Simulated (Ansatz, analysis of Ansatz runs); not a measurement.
## Mn2+ on a Ca site in CaO: hyperfine coupling, PBE+U

Subject: Mn2+ on a Ca site in CaO. Wanted: its hyperfine coupling, in one set-up (PBE+U, 64-site cell, PBE lattice, 420 eV, k: the single point 1/4 1/4 1/4 then 2x2x2 shifted 0.5 0.5 0.5, U 4 eV on Mn d). The model is a cell of 64 host atoms with 1 Ca taken out and 1 Mn put in. The isotropic coupling follows from the spin density at the nucleus, the nuclear g-factor and the total spin. A Hubbard U on the impurity's d shell is the cheap way to lessen its self-interaction.

What was measured. 55Mn, isotropic, printed as −80.8 10^-4 cm^-1: -242.2 MHz at 300 K, by EPR (room temperature) (quoted in “Parallel-mode EPR spectra of the hexaaqua manganese(II) Ion in tetrahedral symmetry”, 2024, Margrete Juel Henrichsen, Jesper Bendix, Høgni Weihe, quoting earlier work (1979)). The runs below try to reproduce this.

Calculated with Ansatz 0.2.0; plane-wave PAW DFT, PBE+U; relaxation of all atoms of a defect supercell.

### 1. Starting point

The cell holds 64 atoms: 31 Ca, 32 O and 1 Mn. Cell: a = 9.662 Å, b = 9.662 Å, c = 9.662 Å, α = 90.0°, β = 90.0°, γ = 90.0°. It derives from CaO (space group Fm-3m). Nearest the centre at fractional (0.500, 0.500, 0.500): Mn57 at 0.00 Å, O63 at 2.42 Å, O62 at 2.42 Å, O61 at 2.42 Å, O31 at 2.42 Å, O46 at 2.42 Å, O53 at 2.42 Å, Ca12 at 3.42 Å.

The host's primitive cell comes from a first run (plane-wave PAW DFT, PBE; relaxation of the host's cell and atoms): vectors of 3.416, 3.416 and 3.416 Å. That is 14.09 Å³ an atom. The supercell is built on it.

### 2. Relaxation, charge 0

Every later number rests on the structure around the defect, so the atoms are relaxed at the host's lattice first.

File relax/input.yaml:

```yaml
relax:
  f_tol: 0.02
  max_steps: 80
  escape_saddle: false
crystal:
  lattice:
    - [9.66155723, 0.0, 0.0]
    - [0.0, 9.66155723, 0.0]
    - [0.0, 0.0, 9.66155723]
  atoms:
    - { symbol: Ca, position: [0.0, 0.0, 0.0] }
    - { symbol: Ca, position: [0.0, 0.25, 0.25] }
    - { symbol: Ca, position: [0.25, 0.0, 0.25] }
    - { symbol: Ca, position: [0.25, 0.25, 0.0] }
    - { symbol: O, position: [0.0, 0.0, 0.25] }
    - { symbol: O, position: [0.0, 0.25, 0.0] }
    - { symbol: O, position: [0.25, 0.0, 0.0] }
    - { symbol: O, position: [0.25, 0.25, 0.25] }
    - { symbol: Ca, position: [0.0, 0.0, 0.5] }
    - { symbol: Ca, position: [0.0, 0.25, 0.75] }
    - { symbol: Ca, position: [0.25, 0.0, 0.75] }
    - { symbol: Ca, position: [0.25, 0.25, 0.5] }
    - { symbol: O, position: [0.0, 0.0, 0.75] }
    - { symbol: O, position: [0.0, 0.25, 0.5] }
    - { symbol: O, position: [0.25, 0.0, 0.5] }
    - { symbol: O, position: [0.25, 0.25, 0.75] }
    - { symbol: Ca, position: [0.0, 0.5, 0.0] }
    - { symbol: Ca, position: [0.0, 0.75, 0.25] }
    - { symbol: Ca, position: [0.25, 0.5, 0.25] }
    - { symbol: Ca, position: [0.25, 0.75, 0.0] }
    - { symbol: O, position: [0.0, 0.5, 0.25] }
    - { symbol: O, position: [0.0, 0.75, 0.0] }
    - { symbol: O, position: [0.25, 0.5, 0.0] }
    - { symbol: O, position: [0.25, 0.75, 0.25] }
    - { symbol: Ca, position: [0.0, 0.5, 0.5] }
    - { symbol: Ca, position: [0.0, 0.75, 0.75] }
    - { symbol: Ca, position: [0.25, 0.5, 0.75] }
    - { symbol: Ca, position: [0.25, 0.75, 0.5] }
    - { symbol: O, position: [0.0, 0.5, 0.75] }
    - { symbol: O, position: [0.0, 0.75, 0.5] }
    - { symbol: O, position: [0.25, 0.5, 0.5] }
    - { symbol: O, position: [0.25, 0.75, 0.75] }
    - { symbol: Ca, position: [0.5, 0.0, 0.0] }
    - { symbol: Ca, position: [0.5, 0.25, 0.25] }
    - { symbol: Ca, position: [0.75, 0.0, 0.25] }
    - { symbol: Ca, position: [0.75, 0.25, 0.0] }
    - { symbol: O, position: [0.5, 0.0, 0.25] }
    - { symbol: O, position: [0.5, 0.25, 0.0] }
    - { symbol: O, position: [0.75, 0.0, 0.0] }
    - { symbol: O, position: [0.75, 0.25, 0.25] }
    - { symbol: Ca, position: [0.5, 0.0, 0.5] }
    - { symbol: Ca, position: [0.5, 0.25, 0.75] }
    - { symbol: Ca, position: [0.75, 0.0, 0.75] }
    - { symbol: Ca, position: [0.75, 0.25, 0.5] }
    - { symbol: O, position: [0.5, 0.0, 0.75] }
    - { symbol: O, position: [0.5, 0.25, 0.5] }
    - { symbol: O, position: [0.75, 0.0, 0.5] }
    - { symbol: O, position: [0.75, 0.25, 0.75] }
    - { symbol: Ca, position: [0.5, 0.5, 0.0] }
    - { symbol: Ca, position: [0.5, 0.75, 0.25] }
    - { symbol: Ca, position: [0.75, 0.5, 0.25] }
    - { symbol: Ca, position: [0.75, 0.75, 0.0] }
    - { symbol: O, position: [0.5, 0.5, 0.25] }
    - { symbol: O, position: [0.5, 0.75, 0.0] }
    - { symbol: O, position: [0.75, 0.5, 0.0] }
    - { symbol: O, position: [0.75, 0.75, 0.25] }
    - { symbol: Mn, position: [0.5, 0.5, 0.5], spin: 5.0 }
    - { symbol: Ca, position: [0.5, 0.75, 0.75] }
    - { symbol: Ca, position: [0.75, 0.5, 0.75] }
    - { symbol: Ca, position: [0.75, 0.75, 0.5] }
    - { symbol: O, position: [0.5, 0.5, 0.75] }
    - { symbol: O, position: [0.5, 0.75, 0.5] }
    - { symbol: O, position: [0.75, 0.5, 0.5] }
    - { symbol: O, position: [0.75, 0.75, 0.75] }
basis:
  ecutwfc: 420
  xc_grid: 2
hamiltonian:
  xc: pbe
  hubbard: { sites: [{ species: Mn, l: d, u_eff: 4.0 }] }
kpoints:
  mp_grid: { grid: [1, 1, 1], shift: [0.25, 0.25, 0.25] }
magnetization:
  spin_polarized: true
  initial_magnetization: 5
  spin_locking: { lock_magnetization: hard }
scf:
  occupations: { method: fermi_dirac, width: 0.01 }
  max_iter: 120
output:
  forces: true
checkpoint:
  write: "../relax.run"
  compress: false
  write_wavefunctions: true
  write_every: 100000
```

Run with:

```sh
ansatz run input.yaml --threads 2 --pin off --max-ram 4710MiB --backend cpu --events-out ev --progress --plain --runs-dir out
```

Numbers of over 12 decimals in the logs are rounded to 6 here.

The log of the run:

```text
[... repeated set-up lines and file paths are left out, and long positions are rounded to six places ...]
Ca: projections on atomic orbitals take those of the free atom [Ne] 3s2 3p6 4s2, of charge +0.00 (hamiltonian.pseudopotentials.projection_atoms); the dataset's partial waves leave at most 2.9e-7 of an orbital's norm unspanned inside its sphere
O: projections on atomic orbitals take those of the free atom [He] 2s2 2p4, of charge +0.00 (hamiltonian.pseudopotentials.projection_atoms); the dataset's partial waves leave at most 1.9e-8 of an orbital's norm unspanned inside its sphere
Mn: projections on atomic orbitals take those of the free atom [Ne] 3s2 3p6 3d5 4s2, of charge +0.00 (hamiltonian.pseudopotentials.projection_atoms); the dataset's partial waves leave at most 9.0e-7 of an orbital's norm unspanned inside its sphere
Engine: ansatz 0.2.0, aarch64-unknown-linux-gnu
Pseudopotentials: kind: paw
Pseudopotential: Ca, paw, valence charge 10, recommended cutoff 420 eV (normal), Ca.paw.azcp
Pseudopotential: O, paw, valence charge 6, recommended cutoff 420 eV (normal), O.paw.azcp
Pseudopotential: Mn, paw, valence charge 15, recommended cutoff 420 eV (normal), Mn.paw.azcp
Functional definition: PBE
  parameter kappa = 0.804
  parameter beta = 0.066725
  exchange = pbe_x(kappa = kappa, mu = beta*pi^2/3)
  correlation = pbe_c(beta = beta)
Crystal: 64 atoms, lattice volume = 901.865 Å³
Basis set: ecut = 420 eV, 17557 PW (Γ), exchange–correlation on 144×144×144 points (8 copies of the dense FFT grid, shifted against one another)
Bands: 325, of which v1, the nominal top of the filled ones, is band 259 counted from 1 (258 counted from 0)
Symmetry: 12 space group operations
k-points: 1
Non-local potential: Ca, projectors of the file, l = 0: 3, l = 1: 2, l = 2: 2
Non-local potential: O, projectors of the file, l = 0: 2, l = 1: 2, l = 2: 1
Non-local potential: Mn, projectors of the file, l = 0: 3, l = 1: 2, l = 2: 3, l = 3: 1
PAW form: soft (Blöchl's): semilocal exchange-correlation on the pseudo side does not see the compensation charge
PAW one-centre angular grid: Ca, 110 points (default); XC on 64 Gauss nodes
PAW one-centre angular grid: O, 110 points (default); XC on 64 Gauss nodes
PAW one-centre angular grid: Mn, 590 points (default); XC on 64 Gauss nodes
Initial density: superposition of atomic densities (chi_scale 0.1, normalization cell, long waves kept (reshape's long-wave potential 0.06 eV rms))
Starting moments: Σ|m| = 5 μB on 1 of 64 sites
Initial wavefunctions: pseudopotential atomic-orbital guess
Functional: x = pbe(κ = 0.804, μ = 0.219515), c = pbe(β = 0.066725)
SCF iter   1: F=—  HF=-78506.249701 eV  |F-HF|=—  |Δ(HF+E_count)|=         —  Δρ=5.20e-2 (↑5.20e-2 ↓5.13e-2)  dr2=9.08e1  dr2_m=1.01e-1  M=5.000 μB ∫|m|=5.045 μB  β_m=0.30  ethr=3.10e-3  ⟨swp⟩=7.0  Hψ=2750  notcnv=0  defer=87
preconditioner: auto → Resta (q_TF=auto, 2.487 Å⁻¹)  ε∞=3.5  [insulator: Δε(μ)=2.159 eV  Ē_g=16.452 eV  σ=0.010 eV  W_gap=1.00  n_scr=250 (ndim 8)  ℏωp=26.1 eV  f_vac=0.000  D(μ)=0.00/eV (n_scr^D=0)  ε∞_Penn≈3.5]
spin=Collinear: Resta preconditioning applied to the charge; magnetization (m = ρ↑ − ρ↓) channel mixes plain (no charge-response kernel on spin).
SCF iter   2: F=—  HF=-78487.506549 eV  |F-HF|=—  |Δ(HF+E_count)|=    1.87e1  Δρ=1.91e-2 (↑1.91e-2 ↓1.86e-2)  dr2=1.48e1  dr2_m=1.76e-2  M=5.000 μB ∫|m|=5.019 μB  β_m=0.36  ethr=3.10e-3  ⟨swp⟩=2.0  Hψ=1275  notcnv=0  defer=121
SCF iter   3: F=—  HF=-78484.871655 eV  |F-HF|=—  |Δ(HF+E_count)|=    2.63e0  Δρ=1.07e-2 (↑1.07e-2 ↓1.07e-2)  dr2=5.04e0  dr2_m=1.02e-3  M=5.000 μB ∫|m|=5.041 μB  β_m=0.59  ethr=2.86e-3  ⟨swp⟩=3.5  Hψ=1008  notcnv=0  defer=120
SCF iter   4: F=—  HF=-78484.701595 eV  |F-HF|=—  |Δ(HF+E_count)|=   1.70e-1  Δρ=3.56e-3 (↑3.56e-3 ↓3.50e-3)  dr2=3.72e-1  dr2_m=3.40e-4  M=5.000 μB ∫|m|=5.043 μB  β_m=0.67  ethr=9.74e-4  ⟨swp⟩=4.5  Hψ=1072  notcnv=0  defer=120
SCF iter   5: F=—  HF=-78484.818822 eV  |F-HF|=—  |Δ(HF+E_count)|=   1.17e-1  Δρ=2.15e-3 (↑2.10e-3 ↓2.15e-3)  dr2=1.46e-1  dr2_m=2.33e-4  M=5.000 μB ∫|m|=5.047 μB  β_m=0.62  ethr=7.19e-5  ⟨swp⟩=2.5  Hψ=1159  notcnv=0  defer=120
SCF iter   6: F=—  HF=-78484.823902 eV  |F-HF|=—  |Δ(HF+E_count)|=   5.08e-3  Δρ=4.14e-4 (↑4.14e-4 ↓3.55e-4)  dr2=4.37e-3  dr2_m=4.22e-5  M=5.000 μB ∫|m|=5.047 μB  β_m=0.70  ethr=2.83e-5  ⟨swp⟩=3.0  Hψ=809  notcnv=0  defer=120
SCF iter   7: F=—  HF=-78484.829126 eV  |F-HF|=—  |Δ(HF+E_count)|=   5.22e-3  Δρ=2.17e-4 (↑2.17e-4 ↓1.35e-4)  dr2=7.01e-4  dr2_m=4.10e-5  M=5.000 μB ∫|m|=5.047 μB  β_m=0.70  ethr=8.46e-7  ⟨swp⟩=2.5  Hψ=1123  notcnv=0  defer=120
SCF iter   8: F=—  HF=-78484.829811 eV  |F-HF|=—  |Δ(HF+E_count)|=   6.85e-4  Δρ=3.86e-5 (↑3.84e-5 ↓3.86e-5)  dr2=2.88e-5  dr2_m=2.57e-7  M=5.000 μB ∫|m|=5.046 μB  β_m=0.83  ethr=1.36e-7  ⟨swp⟩=2.0  Hψ=1123  notcnv=0  defer=120
SCF iter   9: F=-78484.829854 eV  HF=-78484.829857 eV  |F-HF|=3.65e-6  |Δ(HF+E_count)|=   4.59e-5  Δρ=1.72e-5 (↑1.72e-5 ↓1.72e-5)  dr2=8.20e-6  dr2_m=3.40e-8  M=5.000 μB ∫|m|=5.046 μB  ethr=1.93e-9  ⟨swp⟩=3.0  Hψ=1690  notcnv=0
SCF 1 converged in 9 iterations: F = -78484.829854 eV  dr2 = 8.20e-6
  greatest PAW one-centre occupation: 1.003 electrons in one spin orbital (limit 2), on the Mn atom at site 56 (counted from 0), in its partial waves of l = 1
relax step   1: F+E_penalty+E_count = -78484.82985368 eV  Δ(F+E_penalty+E_count) = +0.000e0 eV  max|allowed force component| = 2.438e-1 eV/Å  Δτ_max = 0.0000 Å  (9 SCF iters, dr2 threshold 1.00e-5 eV, accepted)
[... the SCF cycles and remarks between the steps are left out from here to the last step ...]
relax step   2: F+E_penalty+E_count = -78484.87894031 eV  Δ(F+E_penalty+E_count) = -4.909e-2 eV  max|allowed force component| = 6.583e-2 eV/Å  Δτ_max = 0.0337 Å  (6 SCF iters, dr2 threshold 3.71e-6 eV, accepted)
relax step   3: F+E_penalty+E_count = -78484.88403487 eV  Δ(F+E_penalty+E_count) = -5.095e-3 eV  max|allowed force component| = 3.945e-2 eV/Å  Δτ_max = 0.0104 Å  (6 SCF iters, accepted)
SCF iter   1: F=—  HF=-78484.883496 eV  |F-HF|=—  |Δ(HF+E_count)|=         —  Δρ=9.40e-5 (↑8.97e-5 ↓9.40e-5)  dr2=2.44e-4  dr2_m=8.77e-7  M=5.000 μB ∫|m|=5.047 μB  β_m=0.30  ethr=3.42e-7  ⟨swp⟩=5.0  Hψ=1451  notcnv=0  defer=120
SCF iter   2: F=—  HF=-78484.884838 eV  |F-HF|=—  |Δ(HF+E_count)|=   1.34e-3  Δρ=6.24e-5 (↑5.87e-5 ↓6.24e-5)  dr2=9.43e-5  dr2_m=3.79e-7  M=5.000 μB ∫|m|=5.047 μB  β_m=0.53  ethr=4.72e-8  ⟨swp⟩=1.5  Hψ=750  notcnv=0  defer=120
SCF iter   3: F=—  HF=-78484.884815 eV  |F-HF|=—  |Δ(HF+E_count)|=   2.22e-5  Δρ=1.53e-5 (↑1.46e-5 ↓1.53e-5)  dr2=5.50e-6  dr2_m=3.78e-8  M=5.000 μB ∫|m|=5.047 μB  β_m=0.58  ethr=1.82e-8  ⟨swp⟩=2.0  Hψ=974  notcnv=0  defer=120
SCF iter   4: F=—  HF=-78484.884815 eV  |F-HF|=—  |Δ(HF+E_count)|=   7.06e-7  Δρ=5.24e-6 (↑5.24e-6 ↓4.80e-6)  dr2=8.12e-7  dr2_m=3.21e-9  M=5.000 μB ∫|m|=5.047 μB  β_m=0.58  ethr=1.06e-9  ⟨swp⟩=2.0  Hψ=791  notcnv=0  defer=120
SCF iter   5: F=-78484.884815 eV  HF=-78484.884815 eV  |F-HF|=1.22e-8  |Δ(HF+E_count)|=   1.02e-7  Δρ=1.59e-6 (↑1.59e-6 ↓1.59e-6)  dr2=7.40e-8  dr2_m=1.53e-10  M=5.000 μB ∫|m|=5.047 μB  ethr=1.93e-11  ⟨swp⟩=2.0  Hψ=1838  notcnv=0
SCF 4 converged in 5 iterations: F = -78484.884815 eV  dr2 = 7.40e-8
relax step   4: F+E_penalty+E_count = -78484.88481460 eV  Δ(F+E_penalty+E_count) = -7.797e-4 eV  max|allowed force component| = 7.272e-3 eV/Å  Δτ_max = 0.0034 Å  (5 SCF iters, accepted)
NSCF: frozen V_eff on 1 k-points
the band table was solved once a step of the walk had ended and its energy, with any forces and stress, was formed, with the checks that follow a solve (2099 applications of the Hamiltonian). They found nothing against the state; [...]
SCF converged after 5 iterations
Magnetization: 5.0000 μB (261.0000 up, 256.0000 down)
Absolute magnetization: 5.0481 μB (∫|ρ↑−ρ↓|, with the PAW one-centre terms)
Spin contamination: 0.0085 ħ² per cell (⟨S²⟩ above its minimum at these occupations)
Per-site moments (μB) at R_I (Å): [(-2.481690377447919e-7, 0.997004), (-2.0949370662747623e-6, 0.995571), (-2.0949370662188784e-6, 0.995571), [... 61 left out ...]
Free energy (F): -78484.884815 eV
Harris-Foulkes:  -78484.884815 eV  (|F-HF|=1.22e-8)
Internal energy: -78484.884815 eV  (E = F + TS)
E sigma→0 (E₀):  -78484.884815 eV
Fermi energy:    9.719005 (↑ 9.752785, ↓ 9.494134) eV
--- Per-component energies (eV) ---
  E_band       = -3556.100828
  E_kinetic    = 14591.901140
  E_local      = -30705.130215  (includes V_loc(G=0)·N_el)
  E_nonlocal   = 3756.624557
  E_hartree    = 10400.583999
  E_xc         = -6790.410452
  E_vxc        = -8546.114836  (∫ρ·V_xc dr)
  E_hubbard    = 0.467661  (on-site DFT+U / exact-exchange correction)
  E_vhub       = -9.512497  (the Hubbard potential's part of the band-sum identity)
  E_paw        = -32968.965575  (= ΣΔE_a)
  E_vpaw       = -3445.111625  (= ΣTr[D̂ρ^β])
  E_aug_tail   = 0.076391  (compensation charges beyond the density's cutoff)
  E_ewald      = -36770.032320
  E_smearing   = -0.000000  (= −TS)
  E_closure    = 0.000000  (closes the sum)
  Σ components = -78484.884815   (vs F -78484.884815, Δ=0.00e0)
--- Forces (eV/Å), atoms counted from 1 ---
  atom   1  Ca    -0.00000000     0.00000000    -0.00000000
  atom   2  Ca    -0.00033854     0.00231758     0.00231758
  [... 9 atoms left out ...]
  atom  12  Ca     0.00203544     0.00203544    -0.00025751
  [... 18 atoms left out ...]
  atom  31  O     -0.00211054     0.00021186     0.00021186
  [... 2 atoms left out ...]
  atom  34  Ca    -0.00025751     0.00203544     0.00203544
  [... 7 atoms left out ...]
  atom  42  Ca    -0.00000000     0.00142147    -0.00142147
  [... 3 atoms left out ...]
  atom  46  O      0.00021186    -0.00211054     0.00021186
  [... 6 atoms left out ...]
  atom  53  O      0.00021186     0.00021186    -0.00211054
  [... 3 atoms left out ...]
  atom  57  Mn     0.00000000     0.00000000     0.00000000
  [... 3 atoms left out ...]
  atom  61  O     -0.00021186    -0.00021186     0.00211054
  atom  62  O     -0.00021186     0.00211054    -0.00021186
  atom  63  O      0.00211054    -0.00021186    -0.00021186
  [... 1 atom left out ...]
  max |Σ_I F_I| component: 3.47e-18 eV/Å
--- Band table (eV) ---
  k-point 0 ↑: bands = ["-72.4652", "-41.2093", "-41.2082", "-41.2082", [... 317 left out ...] "14.9047", "14.9171", "14.9377", "14.9377"]
  k-point 0 ↓: bands = ["-67.4172", "-36.2557", "-36.2544", "-36.2544", [... 317 left out ...] "14.9115", "14.9189", "14.9505", "14.9591"]
Occupation matrices written to <dir>
--- The result so far, ahead of a search for a lower minimum behind the relaxation; the run's own can be another ---
--- Relaxed structure (4 steps of the walk, 4 accepted, 0 SCFs on fresh bases) ---
  F+E_penalty+E_count = -78484.88481460 eV   max|allowed force component| = 7.272e-3 eV/Å
  atoms:
    - { symbol: Ca, position: [0, 0, 0] }
    - { symbol: Ca, position: [2.766641557479937e-6, 0.250196, 0.250196] }
    [... 9 atoms left out ...]
    - { symbol: Ca, position: [0.251680, 0.251680, 0.499999] }
    [... 18 atoms left out ...]
    - { symbol: O, position: [0.254209, 0.499991, 0.499991] }
    [... 2 atoms left out ...]
    - { symbol: Ca, position: [0.499999, 0.251680, 0.251680] }
    [... 7 atoms left out ...]
    - { symbol: Ca, position: [0.5, 0.251688, 0.748312] }
    [... 3 atoms left out ...]
    - { symbol: O, position: [0.499991, 0.254209, 0.499991] }
    [... 6 atoms left out ...]
    - { symbol: O, position: [0.499991, 0.499991, 0.254209] }
    [... 3 atoms left out ...]
    - { symbol: Mn, position: [0.5, 0.5, 0.5] }
    [... 3 atoms left out ...]
    - { symbol: O, position: [0.500009, 0.500009, 0.745791] }
    - { symbol: O, position: [0.500009, 0.745791, 0.500009] }
    - { symbol: O, position: [0.745791, 0.500009, 0.500009] }
    [... 65 atoms left out ...]
```

Wall time 2.6 min (2 threads of Arm Neoverse V2, shared host); peak memory 2.8 GiB; 5.1 min of CPU time.

[end of part 1 of 2]

[Logs are printed without paths, hosts, clocks, repeated set-up lines and the standing remarks that a program may print on its own settings, such as how far it seeks lower states.]

[Hosts, paths, dates, database ids (printed as entryN), source tags and the programs' standing remarks are cut or masked in the printed files.]

[For some hosts the program warned that the k-mesh of the response run may be too coarse for force constants and the static dielectric constant; such warnings are not shown here.]
